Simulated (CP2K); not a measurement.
The N K edge of 3-ethynylpyridine was computed by TDDFT (CP2K XAS_TDP, aug-cc-pVDZ, TDA) at these levels: PBE0, PBEh(45%) and PBEh(45%) + GW2X. The first three lines of N7 (bonded to 2 C) with a strength over 0.0015, energy in eV and strength:

```csv
run,first,second,third
1,399.64 (0.051),405.30 (0.007),406.93 (0.005)
2,388.20 (0.038),391.92 (0.002),392.14 (0.007)
3,394.83 (0.052),400.49 (0.007),402.12 (0.005)
```

**Question.** Which run is which?

Run 1: PBEh(45%) + GW2X (45 % exact exchange). Run 2: PBE0 (25 % exact exchange). Run 3: PBEh(45%) (45 % exact exchange). Self-interaction lifts the core level, so the uncorrected lines rise with the share of exact exchange. The GW2X run keeps the spacings of its parent: 5.66 eV between the first two lines in run 1, 5.66 eV in run 3. Its shift is +4.81 eV, since the Kohn–Sham level at this share of exchange lies that far above the quasiparticle level.

[Banner, clock and machine lines of the logs are left out without a mark of their own.]

[Logs are printed without paths, hosts, clocks, repeated set-up lines and the standing remarks that a program may print on its own settings, such as how far it seeks lower states.]

[Hosts, paths, dates, database ids (printed as entryN), source tags and the programs' standing remarks are cut or masked in the printed files.]
